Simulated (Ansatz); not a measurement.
# K on Pd(111): change of the work function, part 5 of 6

Aim: the work function of Pd(111) at several coverages of K (top site), and the dipole that each adsorbate carries.

Ansatz 0.2.0; plane-wave DFT, LDA, Ansatz PAW (the session's first sound run).

So far, work function, upper face (eV): step 2 (the clean slab, LDA) 5.63; step 6 (the 0.25 ML cell at another level of theory, cutoff 420 eV, functional RPBE) 1.56; step 7 (the 0.25 ML cell at another level of theory, cutoff 1115.67 eV, functional PBE, PBE norm-conserving) 1.60; step 8 (the 0.25 ML cell at another level of theory, cutoff 420 eV, functional PBEsol) 1.55; step 9 (the 0.25 ML cell at another level of theory, cutoff 420 eV, functional PBE) 1.60.

### Step 11. A changed input: scf.lower_state_search = "light"

This step: plane-wave DFT, LDA, Ansatz PAW (Ansatz 0.2.0).

A run with a changed input: it repeats the earlier run at 0.25 ML with scf.lower_state_search to light; its output block differs too.

input.yaml

```yaml
crystal:
  lattice:
    - [5.5012907577, 0.0, 0.0]
    - [2.7506453788, 4.7642575497, 0.0]
    - [0.0, 0.0, 28.1922080561]
  atoms:
    - { symbol: Pd, position: [0.0, 0.0, 0.3192371446] }
    - { symbol: Pd, position: [0.1666666667, 0.1666666667, 0.3989007362] }
    - { symbol: Pd, position: [0.3333333333, 0.3333333333, 0.4758397309] }
    - { symbol: Pd, position: [0.0, 0.0, 0.5533872347] }
    - { symbol: Pd, position: [0.0, 0.5, 0.3192371446] }
    - { symbol: Pd, position: [0.1666666667, 0.6666666667, 0.3989007362] }
    - { symbol: Pd, position: [0.3333333333, 0.8333333333, 0.4758397309] }
    - { symbol: Pd, position: [0.0, 0.5, 0.5533872347] }
    - { symbol: Pd, position: [0.5, 0.0, 0.3192371446] }
    - { symbol: Pd, position: [0.6666666667, 0.1666666667, 0.3989007362] }
    - { symbol: Pd, position: [0.8333333333, 0.3333333333, 0.4758397309] }
    - { symbol: Pd, position: [0.5, 0.0, 0.5533872347] }
    - { symbol: Pd, position: [0.5, 0.5, 0.3192371446] }
    - { symbol: Pd, position: [0.6666666667, 0.6666666667, 0.3989007362] }
    - { symbol: Pd, position: [0.8333333333, 0.8333333333, 0.4758397309] }
    - { symbol: Pd, position: [0.5, 0.5, 0.5533872347] }
    - { symbol: K, position: [0.0, 0.0, 0.6807628554] }
kpoints:
  mp_grid: { grid: [6, 6, 1] }
hamiltonian:
  xc: lda
scf:
  occupations: { method: fermi_dirac, width: 0.1 }
  convergence: { dr2_threshold: 1.0e-08 }
  lower_state_search: light
efield:
  axis: 3
  dipole_correction: true
  ramp_position: 0.97
  ramp_width: 0.06
relax:
  f_tol: 0.02
  max_steps: 60
  constraints: [{ sites: [0, 1, 4, 5, 8, 9, 12, 13] }]
output:
  bader: true
  dos: { projected: true, e_range: [-8, 4] }
  write_potential: true
  write_density: true
  volumetric_format: npy
```

Launch:

```
ansatz run input.yaml --threads 4 --pin off --max-ram 12288MiB --backend cpu --events-out ev --progress --plain --runs-dir out
```

Numbers of over 12 decimals in the logs are rounded to 6 here.

Output:

```text
[...]
Crystal: 17 atoms, lattice volume = 738.906 Å³
Basis set: ecut = 420 eV, 14405 PW (Γ)
Bands: 179, of which v1, the nominal top of the filled ones, is band 149 counted from 1 (148 counted from 0)
Symmetry: 6 space group operations
[...]
k-points: 7 of 36 (time reversal used)
[...]
SCF iter   1: F=—  HF=-111005.111343 eV  |F-HF|=—  |Δ(HF+E_count)|=         —  Δρ=1.66e-2  dr2=1.67e1  ethr=1.77e-3  p=0.467 e·Å  D=1.14e-1 V/Å  ΔV_dip=-3.22 eV  dr2_dipole=8.11e-1  V_vac-E_F(+/−)=1.77/4.99 eV  ⟨swp⟩=7.6  Hψ=5623  notcnv=0  defer=52
[...]
SCF iter  13: F=-111004.698283 eV  HF=-111004.698283 eV  |F-HF|=3.86e-9  |Δ(HF+E_count)|=   1.37e-8  Δρ=6.66e-7  dr2=7.77e-9  ethr=3.37e-12  p=0.481 e·Å  D=1.18e-1 V/Å  ΔV_dip=-3.32 eV  dr2_dipole=4.82e-10  V_vac-E_F(+/−)=2.34/5.66 eV  ⟨swp⟩=16.7  Hψ=9348  notcnv=0
SCF 1 converged in 13 iterations: F = -111004.698283 eV  dr2 = 7.77e-9
[...]
relax step   1: F+E_penalty+E_count = -111004.69828289 eV  Δ(F+E_penalty+E_count) = +0.000e0 eV  max|allowed force component| = 8.741e-1 eV/Å  Δτ_max = 0.0000 Å  (13 SCF iters, accepted)
[...]
SCF iter  12: F=-111004.836911 eV  HF=-111004.836911 eV  |F-HF|=4.16e-9  |Δ(HF+E_count)|=  3.64e-10  Δρ=5.38e-7  dr2=5.69e-9  ethr=3.37e-12  p=0.493 e·Å  D=1.21e-1 V/Å  ΔV_dip=-3.40 eV  dr2_dipole=8.72e-11  V_vac-E_F(+/−)=2.26/5.66 eV  ⟨swp⟩=8.0  Hψ=7056  notcnv=0
SCF 2 converged in 12 iterations: F = -111004.836911 eV  dr2 = 5.69e-9
relax step   2: F+E_penalty+E_count = -111004.83691110 eV  Δ(F+E_penalty+E_count) = -1.386e-1 eV  max|allowed force component| = 9.158e-1 eV/Å  Δτ_max = 0.1476 Å  (12 SCF iters, accepted)
SCF iter   1: F=—  HF=-111005.041306 eV  |F-HF|=—  |Δ(HF+E_count)|=         —  Δρ=2.38e-3  dr2=1.72e-1  ethr=3.83e-4  p=0.493 e·Å  D=1.21e-1 V/Å  ΔV_dip=-3.40 eV  dr2_dipole=3.50e-3  V_vac-E_F(+/−)=2.27/5.67 eV  ⟨swp⟩=6.0  Hψ=3066  notcnv=0  defer=77
[...]
SCF iter  12: F=-111005.032585 eV  HF=-111005.032585 eV  |F-HF|=2.94e-9  |Δ(HF+E_count)|=   4.41e-9  Δρ=2.63e-7  dr2=2.40e-9  ethr=3.37e-12  p=0.512 e·Å  D=1.25e-1 V/Å  ΔV_dip=-3.54 eV  dr2_dipole=7.21e-10  V_vac-E_F(+/−)=2.12/5.66 eV  ⟨swp⟩=14.1  Hψ=8256  notcnv=0
SCF 3 converged in 12 iterations: F = -111005.032585 eV  dr2 = 2.40e-9
relax step   3: F+E_penalty+E_count = -111005.03258479 eV  Δ(F+E_penalty+E_count) = -1.957e-1 eV  max|allowed force component| = 9.113e-1 eV/Å  Δτ_max = 0.1950 Å  (12 SCF iters, accepted)
[...]
relax step   4: F+E_penalty+E_count = -111005.21069862 eV  Δ(F+E_penalty+E_count) = -1.781e-1 eV  max|allowed force component| = 7.892e-1 eV/Å  Δτ_max = 0.1950 Å  (12 SCF iters, accepted)
[...]
relax step   5: F+E_penalty+E_count = -111005.34290513 eV  Δ(F+E_penalty+E_count) = -1.322e-1 eV  max|allowed force component| = 4.921e-1 eV/Å  Δτ_max = 0.1983 Å  (12 SCF iters, accepted)
[...]
relax step   6: F+E_penalty+E_count = -111005.41582025 eV  Δ(F+E_penalty+E_count) = -7.292e-2 eV  max|allowed force component| = 1.437e-1 eV/Å  Δτ_max = 0.2000 Å  (13 SCF iters, accepted)
[...]
relax step   7: F+E_penalty+E_count = -111005.41926855 eV  Δ(F+E_penalty+E_count) = -3.448e-3 eV  max|allowed force component| = 1.055e-1 eV/Å  Δτ_max = 0.1098 Å  (12 SCF iters, accepted)
SCF iter   1: F=—  HF=-111005.422069 eV  |F-HF|=—  |Δ(HF+E_count)|=         —  Δρ=8.80e-4  dr2=2.26e-2  ethr=2.73e-5  p=0.571 e·Å  D=1.40e-1 V/Å  ΔV_dip=-3.94 eV  dr2_dipole=5.53e-3  V_vac-E_F(+/−)=1.71/5.65 eV  ⟨swp⟩=3.0  Hψ=2898  notcnv=0  defer=92
[...]
SCF iter  10: F=-111005.421628 eV  HF=-111005.421628 eV  |F-HF|=7.60e-9  |Δ(HF+E_count)|=   5.60e-9  Δρ=6.67e-7  dr2=9.33e-9  ethr=3.37e-12  p=0.571 e·Å  D=1.40e-1 V/Å  ΔV_dip=-3.94 eV  dr2_dipole=2.26e-13  V_vac-E_F(+/−)=1.71/5.65 eV  ⟨swp⟩=14.3  Hψ=8828  notcnv=0
SCF 8 converged in 10 iterations: F = -111005.421628 eV  dr2 = 9.33e-9
relax step   8: F+E_penalty+E_count = -111005.42162795 eV  Δ(F+E_penalty+E_count) = -2.359e-3 eV  max|allowed force component| = 5.671e-3 eV/Å  Δτ_max = 0.0405 Å  (10 SCF iters, accepted)
[...]
SCF converged after 10 iterations
Free energy (F): -111005.421628 eV
[...]
Internal energy: -111004.389806 eV  (E = F + TS)
E sigma→0 (E₀):  -111004.905717 eV
Entropy (-TS):   -1.031822 eV (-60.695 meV/atom)
Fermi energy:    4.204339 eV
Dipole field:    D = 0.139930 V/Å  (p = 0.571398 e·Å, saw-weighted, corrected)
Work function:   Φ+ = 1.7090 eV   Φ− = 5.6539 eV
[...]
--- Forces (eV/Å), atoms counted from 1 ---
  atom   1  Pd     0.00000000     0.00000000     0.32667879
  atom   2  Pd     0.03547671     0.02048249    -0.29839173
  atom   3  Pd    -0.00000000     0.00000000    -0.00070603
  atom   4  Pd     0.00000000    -0.00000000    -0.00367622
  atom   5  Pd     0.00280548    -0.00161974     0.32981482
  atom   6  Pd     0.00000000    -0.04096498    -0.29839173
  atom   7  Pd     0.00039256    -0.00022664     0.00034264
  atom   8  Pd    -0.00066980     0.00038671     0.00274936
  atom   9  Pd    -0.00000000     0.00323948     0.32981482
  atom  10  Pd    -0.03547671     0.02048249    -0.29839173
  atom  11  Pd    -0.00000000     0.00045328     0.00034264
  atom  12  Pd     0.00000000    -0.00077342     0.00274936
  atom  13  Pd    -0.00280548    -0.00161974     0.32981482
  atom  14  Pd    -0.00000000    -0.00000000    -0.43137093
  atom  15  Pd    -0.00039256    -0.00022664     0.00034264
  atom  16  Pd     0.00066980     0.00038671     0.00274936
  atom  17  K      0.00000000     0.00000000     0.00567082
  max |Σ_I F_I| component: 1.42e-4 eV/Å
--- Band table (eV; the first three rows and the last of 7) ---
  k-point 0: bands = [... 145 lower, 4.3223, 4.4515, 4.4515, 4.5049, 4.5449, 4.5449, 4.5462, 4.8403, ... 26 higher]
  k-point 1: bands = [... 145 lower, 4.2123, 4.2283, 4.2839, 4.3723, 4.3724, 4.3834, 4.4503, 4.7845, ... 26 higher]
  k-point 2: bands = [... 145 lower, 3.9512, 4.1121, 4.1428, 4.1530, 4.1754, 4.2411, 4.3610, 4.3647, ... 26 higher]
  k-point 6: bands = [... 145 lower, 3.9609, 3.9703, 3.9709, 3.9851, 3.9941, 3.9976, 4.0286, 4.0366, ... 26 higher]
--- Relaxed structure (8 steps of the walk, 8 accepted, 0 SCFs on fresh bases) ---
  F+E_penalty+E_count = -111005.42162795 eV   max|allowed force component| = 5.671e-3 eV/Å
  atoms:
    - { symbol: Pd, position: [0.0, 0.0, 0.319237] }
    - { symbol: Pd, position: [0.166667, 0.166667, 0.398901] }
    - { symbol: Pd, position: [0.333333, 0.333333, 0.477152] }
[...]
- { symbol: Pd, position: [5.551115123125783e-17, 0.5, 0.319237] }
    - { symbol: Pd, position: [0.166667, 0.666667, 0.398901] }
    - { symbol: Pd, position: [0.336875, 0.831562, 0.475898] }
    - { symbol: Pd, position: [-0.000195394, 0.500098, 0.555714] }
    - { symbol: Pd, position: [0.500000, 0.0, 0.319237] }
    - { symbol: Pd, position: [0.666667, 0.166667, 0.398901] }
    - { symbol: Pd, position: [0.831562, 0.336875, 0.475898] }
    - { symbol: Pd, position: [0.500098, -0.000195394, 0.555714] }
    - { symbol: Pd, position: [0.500000, 0.500000, 0.319237] }
    - { symbol: Pd, position: [0.666667, 0.666667, 0.398901] }
    - { symbol: Pd, position: [0.831562, 0.831562, 0.475898] }
    - { symbol: Pd, position: [0.500098, 0.500098, 0.555714] }
    - { symbol: K, position: [-3.904136000814696e-18, -1.561654400347168e-17, 0.645107] }
--- Bader charges: 17 sites ---
  site symbol  charge [e]  shift [e]
     0     Pd     -0.0340     0.0000
     1     Pd      0.0323     0.0000
     2     Pd      0.0277     0.0000
     3     Pd     -0.1726     0.0002
     4     Pd     -0.0343     0.0000
     5     Pd      0.0323     0.0000
     6     Pd      0.0256     0.0001
     7     Pd     -0.1976     0.0000
     8     Pd     -0.0343     0.0000
     9     Pd      0.0323     0.0000
    10     Pd      0.0256     0.0001
    11     Pd     -0.1976     0.0000
    12     Pd     -0.0343     0.0000
    13     Pd      0.0307     0.0000
    14     Pd      0.0256     0.0001
    15     Pd     -0.1976     0.0000
    16      K      0.6701     0.0001
  estimated error of the sums over rays = 5.7e-4 e
```

The job ended after 4.5 min (4 threads of Arm Neoverse V1, shared host; peak memory 3 GiB).

The steps of the relaxation:

| step | energy less that of the first step (eV) | largest force component (eV/Å) |
| --- | --- | --- |
| 1 | 0.0000 | 0.8741 |
| 2 | -0.1386 | 0.9158 |
| 3 | -0.3343 | 0.9113 |
| 4 | -0.5124 | 0.7892 |
| 5 | -0.6446 | 0.4921 |
| 6 | -0.7175 | 0.1437 |
| 7 | -0.7210 | 0.1055 |
| 8 | -0.7233 | 0.0057 |

Forces are held to the 6 operations that the run works with; a distortion that breaks them can't arise in this run.

The atoms that moved most (Å):

| atom | dx | dy | dz | length |
| --- | --- | --- | --- | --- |
| K17 | 0.000 | 0.000 | -1.005 | 1.005 |
| Pd4 | 0.000 | 0.000 | -0.089 | 0.089 |
| Pd16 | 0.001 | 0.000 | 0.066 | 0.066 |
| Pd12 | 0.000 | -0.001 | 0.066 | 0.066 |
| Pd8 | -0.001 | 0.000 | 0.066 | 0.066 |
| Pd3 | 0.000 | 0.000 | 0.037 | 0.037 |
| Pd11 | 0.000 | 0.017 | 0.002 | 0.017 |
| Pd7 | 0.015 | -0.008 | 0.002 | 0.017 |

The relaxed structure:

```cif
data_structure
_symmetry_space_group_name_H-M 'P 1'
_symmetry_Int_Tables_number 1
_cell_length_a 5.5013
_cell_length_b 5.5013
_cell_length_c 28.1922
_cell_angle_alpha 90.000
_cell_angle_beta 90.000
_cell_angle_gamma 60.000
_cell_volume 738.91
loop_
_atom_site_label
_atom_site_type_symbol
_atom_site_fract_x
_atom_site_fract_y
_atom_site_fract_z
_atom_site_occupancy
Pd1 Pd 0.00000 0.00000 0.31924 1
Pd2 Pd 0.16667 0.16667 0.39890 1
Pd3 Pd 0.33333 0.33333 0.47715 1
Pd4 Pd 0.00000 0.00000 0.55024 1
Pd5 Pd 0.00000 0.50000 0.31924 1
Pd6 Pd 0.16667 0.66667 0.39890 1
Pd7 Pd 0.33688 0.83156 0.47590 1
Pd8 Pd 0.99980 0.50010 0.55571 1
Pd9 Pd 0.50000 0.00000 0.31924 1
Pd10 Pd 0.66667 0.16667 0.39890 1
Pd11 Pd 0.83156 0.33688 0.47590 1
Pd12 Pd 0.50010 0.99980 0.55571 1
Pd13 Pd 0.50000 0.50000 0.31924 1
Pd14 Pd 0.66667 0.66667 0.39890 1
Pd15 Pd 0.83156 0.83156 0.47590 1
Pd16 Pd 0.50010 0.50010 0.55571 1
K17 K 0.00000 0.00000 0.64511 1
```

Numbers from this step:

```yaml
energy_at_zero_smearing: -111004.9057 eV
work_function_upper_face: 1.709 eV
work_function_lower_face: 5.654 eV
dipole_along_the_normal: 0.5714 e·Å
step_between_the_vacuum_levels: -3.945 eV
```

The density of states has structure finer than the step of the table below, so its rows give means over 0.25 eV, whole bins alone (the curve runs from -8 to 1.98 eV). Peaks (eV: height): -3.550: 53.2, -2.680: 54.5, -2.560: 60.5, -2.290: 47.8, -1.200: 49.4, -0.330: 50.6, -0.210: 49.4.

Table of density of states by energy, zero at the Fermi level; means over each step:

| energy (eV) | density of states (states/eV a cell) |
| --- | --- |
| -7.25 | 0 |
| -7.00 | 0.0596 |
| -6.75 | 0.902 |
| -6.50 | 0.974 |
| -6.25 | 1.10 |
| -6.00 | 1.18 |
| -5.75 | 1.79 |
| -5.50 | 2.95 |
| -5.25 | 8.94 |
| -5.00 | 20.8 |
| -4.75 | 28.6 |
| -4.50 | 29.3 |
| -4.25 | 24.2 |
| -4.00 | 26.6 |
| -3.75 | 25.8 |
| -3.50 | 23.4 |
| -3.25 | 25.0 |
| -3.00 | 24.5 |
| -2.75 | 46.0 |
| -2.50 | 38.2 |
| -2.25 | 33.9 |
| -2.00 | 33.2 |
| -1.75 | 30.7 |
| -1.50 | 26.9 |
| -1.25 | 31.1 |
| -1.00 | 34.7 |
| -0.75 | 37.0 |
| -0.50 | 24.3 |
| -0.25 | 44.5 |
| 0.00 | 35.1 |
| 0.25 | 10.2 |
| 0.50 | 6.84 |
| 0.75 | 5.10 |
| 1.00 | 2.85 |
| 1.25 | 8.46 |
| 1.50 | 6.83 |
| 1.75 | 4.79 |

Projected DOS per atom over height of the atomic layer and energy from the Fermi level. Layers: Pd4 Pd4 Pd4 Pd4 K from below.

Values in states/eV, 22 rows by 5 columns, each cell a mean:
```
0.03 0.02 0.03 0.03 0.24
0.11 0.08 0.07 0.09 0.44
0.05 0.05 0.07 0.07 0.52
0.32 0.28 0.28 0.26 0.50
2.07 2.40 2.31 1.73 0.32
2.09 1.65 1.63 1.95 0.21
2.78 1.57 1.69 2.45 0.27
1.96 1.47 1.52 1.89 0.27
2.27 1.40 1.28 2.23 0.25
2.51 1.73 1.66 2.56 0.12
2.19 2.48 2.48 2.44 0.08
1.30 1.44 1.43 1.37 0.06
1.57 1.64 1.42 1.50 0.02
1.42 1.57 1.39 1.51 0.05
0.79 2.38 2.65 1.14 0.15
0.30 1.49 1.73 0.49 0.15
0.03 0.11 0.13 0.05 0.09
0.01 0.02 0.02 0.01 0.04
0.00 0.00 0.00 0.01 0.03
0.00 0.00 0.00 0.00 0.02
0.00 0.00 0.00 0.00 0.00
0.00 0.00 0.00 0.00 0.00
```
Columns: height of the atomic layer (Å) from 9 to 18.2 (not evenly spaced); rows upwards: energy from the Fermi level (eV) from -7.96 to 1.95.

| quantity | this run | earlier run | difference |
| --- | --- | --- | --- |
| work function, upper face (eV) | 1.709 | 1.709 | 0 |
| work function, lower face (eV) | 5.654 | 5.654 | 0 |
| dipole along the normal (e·Å) | 0.5714 | 0.5714 | 0 |

Nothing in the table moves by 0.01 in its unit (for the dipole 0.5 % and 5e-5 e·Å).

(Part 5 of 6 ends here.)

[Logs are printed without paths, hosts, clocks, repeated set-up lines and the standing remarks that a program may print on its own settings, such as how far it seeks lower states.]

[Hosts, paths, dates, database ids (printed as entryN), source tags and the programs' standing remarks are cut or masked in the printed files.]

[Maps of the electrostatic potential energy from Ansatz leave out the sawtooth potential of an applied field or a dipole correction, so their vacuum need not be flat; planar profiles and work functions include it.]

[The density of states shown here was stored with 400 of the rows of the run's finer table, so its peaks can read low, often by over a quarter, or be missed, and its means over a window can be off by a tenth or more.]
